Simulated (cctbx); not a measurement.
# Sb4Pb across an absorption edge

Space group Fmmm (no. 69), a = 3.9130 Å, b = 5.5210 Å, c = 26.2580 Å, α = 90.00°, β = 90.00°, γ = 90.00°.

```csv
atom,mult.,x,y,z,Ueq (Å²)
Pb1,4,0,0,0,0.0184
Sb1,8,1/2,0,0.0974,0.0151
Sb2,8,0,0,0.1993,0.0236
```

The model was made for the exercise: a known structure type with other elements put in, its volume estimated, not relaxed; displacement parameters are assumed.

Calculated with cctbx: free-atom f′ and f″ from the Sasaki tables, no fine structure; amplitudes in electrons.

```csv
E (eV),F 0 2 4,F 2 0 4,F 1 1 1,F 1 3 1
12435,80.0,64.5,75.1,54.7
12785,73.7,58.6,68.8,48.9
12915,68.5,53.7,63.5,44.1
12975,63.5,49.0,58.4,39.5
13005,58.6,44.3,53.4,34.9
13020,53.7,39.7,48.4,30.4
13027,49.5,35.7,44.1,26.5
13031,45.1,31.6,39.7,22.5
13039,50.0,38.5,45.5,31.8
13043,55.4,43.1,50.8,35.6
13050,59.9,47.0,55.3,39.1
13065,64.7,51.3,60.1,43.0
13095,69.5,55.7,64.9,47.0
13185,75.9,61.5,71.3,52.5
13435,82.4,67.5,77.9,58.2
```

**Question.** Which edge is crossed, and why do the reflections move as they do?

The L3 edge of Pb. The edge is at 13035 eV. f′ of Pb falls from -12.2 e at 12915 eV to -18.4 e at 4 eV below it, and f″ steps from 3.94 to 10.12 e across it. Over that approach |F| changes by -34 % (0 2 4), -41 % (2 0 4), -37 % (1 1 1) and -49 % (1 3 1): a reflection falls where Pb scatters in phase with the total and rises where it scatters against it; it hardly moves where the Pb term is small or cancels by symmetry. Above the edge the larger f″ enters the imaginary part, where it can add to or cancel the other atoms' f″. The structure is centrosymmetric, so Friedel mates stay equal.

[Logs are printed without paths, hosts, clocks, repeated set-up lines and the standing remarks that a program may print on its own settings, such as how far it seeks lower states.]
